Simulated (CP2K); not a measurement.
Two runs for the N K edge of borazine. Run A: CP2K XAS_TDP, all-electron GAPW, PBEh(45%), aug-cc-pVDZ, TDA, no relativity. Run B differs in one setting.

First lines with a strength over 0.0015. A:

```csv
atom,energy (eV),states,"strength, one atom"
"N2 (bonded to 2 B and H), 3 alike",397.04,1,0.0307
,397.69,1,0.0121
,398.99,1,0.0023
,400.39,1,0.0046
,400.61,1,0.0020
```

B:

```csv
atom,energy (eV),states,"strength, one atom"
"N2 (bonded to 2 B and H), 3 alike",380.05,1,0.0086
,380.71,1,0.0024
,381.05,1,0.0030
,382.69,1,0.0018
,383.12,1,0.0097
```

Q: Which was it: the functional, GW2X switched on, scalar relativity switched on, the basis?

The functional (functional from PBEh(45%) to PBE; the lines alone don't name the new value). A functional moves all lines by electronvolts and changes their spacings and strengths. Against PBEh(45%) in aug-cc-pVDZ, the leading line moves by -16.99 eV, to 380.05 eV; the strength of N2's goes from 0.0307 to 0.0086, so the two may not be the same state.

[Banner, clock and machine lines of the logs are left out without a mark of their own.]

[Logs are printed without paths, hosts, clocks, repeated set-up lines and the standing remarks that a program may print on its own settings, such as how far it seeks lower states.]

[Hosts, paths, dates, database ids (printed as entryN), source tags and the programs' standing remarks are cut or masked in the printed files.]
